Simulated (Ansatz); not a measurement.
**BeC2 (built on the sites of a database entry of BaC2): relaxing the cell for a phonon run**

Task: relax BeC2 (built on the sites of a database entry of BaC2) tightly.

Method: DFT PBE+D4, scalar-relativistic, plane waves, PAW, in Ansatz 0.2.0.

Report form: the programs' logs are mostly left out.

The structure was built from a prototype and need not be the compound's stable phase.

## (1) Starting point

It takes space group I4/mmm (No. 139, tetragonal). Conventional cell: a = 2.717 Å, b = 2.717 Å, c = 4.481 Å, α = 90.00°, β = 90.00°, γ = 90.00°. Nearest to Be lie 10 C at 1.85 to 1.96 Å. Nearest to C lie 1 C at 0.78 Å and 5 Be at 1.85 to 1.96 Å. Farther neighbours are not listed.

## (2) A coarse first look

A quick single point on a coarse mesh tells whether the cell has a gap and how far it is from rest, which sets the k mesh and smearing that follow.

Contents of input.yaml:

```yaml
crystal:
  lattice:
    - [-1.35834, 1.35834, 2.24045]
    - [1.35834, -1.35834, 2.24045]
    - [1.35834, 1.35834, -2.24045]
  atoms:
    - { symbol: Be, position: [0.0, 0.0, 0.0] }
    - { symbol: C, position: [0.587008, 0.587008, 0.0] }
    - { symbol: C, position: [0.412992, 0.412992, 0.0] }
kpoints:
  mp_grid: { grid: [10, 10, 10] }
hamiltonian:
  xc: pbe
  dispersion: d4
scf:
  occupations: { method: gaussian, width: 0.1 }
output:
  forces: true
  stress: true
  eigenvalues: true
```

Launch:

```
$ ansatz run input.yaml --threads 4 --pin off --max-ram 7168MiB --backend cpu --events-out ev --progress --plain --runs-dir out
```

Run time: 1.5 s. Hardware: 4 threads of Arm Neoverse V1, shared host; peak memory 0.27 GiB; 4.1 s of CPU time.

This step gave:

- pressure: 476.6 GPa
- volume per atom: 5.512 Å³
- gap on the k-mesh: 0 eV

The coarse mesh shows no gap and a pressure of 476.6 GPa.

## (3) Relaxation

The cell and atoms are relaxed, since residual forces and stress would shift the frequencies.

input.yaml, the sections that differ from step 2:

```yaml
crystal:
  lattice:
    - [-1.8209150856, 1.8209150856, 2.3211911044]
    - [1.8209150856, -1.8209150856, 2.3211911044]
    - [1.8209150856, 1.8209150856, -2.3211911044]
  atoms:
    - { symbol: Be, position: [0.0, 0.0, 0.0] }
    - { symbol: C, position: [0.6344098913, 0.6344098913, 0.0] }
    - { symbol: C, position: [0.3655901087, 0.3655901087, 0.0] }
scf:
  occupations: { method: gaussian, width: 0.02 }
relax:
  adjacent_minimum: "off"
  f_tol: 0.005
  max_steps: 80
  cell: { stress_tol: 0.05 }
# kpoints, hamiltonian, output: as in step 2
```

Run time: 4 s. Hardware: 4 threads; peak memory 0.33 GiB; 14 s of CPU time.

Step by step:

| step | energy less that of the first step (eV) | largest force component (eV/Å) | pressure (GPa) | volume (Å³) |
| --- | --- | --- | --- | --- |
| 1 | 0.0000 | 0.0087 | 0.15 | 30.79 |
| 2 | 0.0001 | 0.0030 | 0.00 | 30.92 |
| 3 | 0.0003 | 0.0066 | 0.03 | 31.01 |
| 4 | 0.0003 | 0.0036 | -0.01 | 31.02 |
| 5* | -0.0002 | 0.0032 | 0.02 | 31.02 |

Relaxation steps marked * repeat the geometry before them on a plane-wave basis chosen anew for their cell, so energy and pressure can jump there.

Forces are held to the 16 operations that the run works with; a distortion that breaks them can't arise in this run.

| conventional cell, symmetrised | before | after | change |
| --- | --- | --- | --- |
| a (Å) | 3.642 | 3.656 | +0.4 % |
| b (Å) | 3.642 | 3.656 | +0.4 % |
| c (Å) | 4.642 | 4.640 | -0.0 % |
| volume (Å³/atom) | 10.26 | 10.34 | +0.7 % |

Final coordinates:

```
Be C
1.0
    -1.82811    1.82811    2.32015
     1.82811   -1.82811    2.32015
     1.82811    1.82811   -2.32015
Be C
1 2
Direct
  0.00000 0.00000 0.00000
  0.63443 0.63443 0.00000
  0.36557 0.36557 0.00000
```

Numbers from this step:

```yaml
pressure: 0.01761 GPa
gap_on_the_k_mesh: 2.392 eV
volume_per_atom: 10.34 Å³
direct_gap_on_mesh: 2.904 eV
```

In this step the volume went from 10.26 to 10.34 Å³/atom.

## (4) Relaxing to small forces for the phonons

Phonons need a cell at rest on their own settings, so the relaxation is repeated with tight tolerances on forces and stress on the k mesh and occupations of the first response run.

Contents of input.yaml:

```yaml
crystal:
  lattice:
    - [-1.8281106088, 1.8281106088, 2.3201507646]
    - [1.8281106088, -1.8281106088, 2.3201507646]
    - [1.8281106088, 1.8281106088, -2.3201507646]
  atoms:
    - { symbol: Be, position: [0.0, 0.0, 0.0] }
    - { symbol: C, position: [0.6344314539, 0.6344314539, 0.0] }
    - { symbol: C, position: [0.3655685461, 0.3655685461, 0.0] }
kpoints:
  mp_grid: { grid: [12, 12, 12] }
hamiltonian:
  xc: pbe
  dispersion: d4
scf:
  occupations: { method: fixed }
output:
  forces: true
  stress: true
  eigenvalues: true
relax:
  adjacent_minimum: "off"
  f_tol: 0.001
  max_steps: 60
  cell: { stress_tol: 0.01 }
```

The job ended after 6.8 s (4 threads; peak memory 0.35 GiB; 25 s of CPU time).

Little changed from the start: no atom moved by 0.005 Å and no cell edge by 0.1 %.

Numbers from this step:

- pressure: 4.80e-4 GPa
- gap on the k-mesh: 2.400 eV
- volume per atom: 10.35 Å³
- direct gap on mesh: 2.907 eV

The largest force component left is 0.18 meV/Å and the pressure is 0.000 GPa, within the tolerances set. The cell now holds 10.35 Å³/atom.

## (5) Summary of results

```
space group after relaxation (within 0.01 Å) : I4/mmm
lattice constant a                           : 3.659 Å
lattice constant b                           : 3.659 Å
lattice constant c                           : 4.640 Å
volume per atom                              : 10.4 Å³
gap on the k-mesh                            : 2.40 eV
```

In words: The largest force component left is 0.18 meV/Å and the pressure is 0.000 GPa, within the tolerances set. The cell now holds 10.35 Å³/atom. The relaxation keeps the symmetry of its start, so it says nothing on stability against lower symmetry. The starting cell was built on a prototype and not taken from a measurement, so the phase need not exist.

[Logs are printed without paths, hosts, clocks, repeated set-up lines and the standing remarks that a program may print on its own settings, such as how far it seeks lower states.]

[Hosts, paths, dates, database ids (printed as entryN), source tags and the programs' standing remarks are cut or masked in the printed files.]
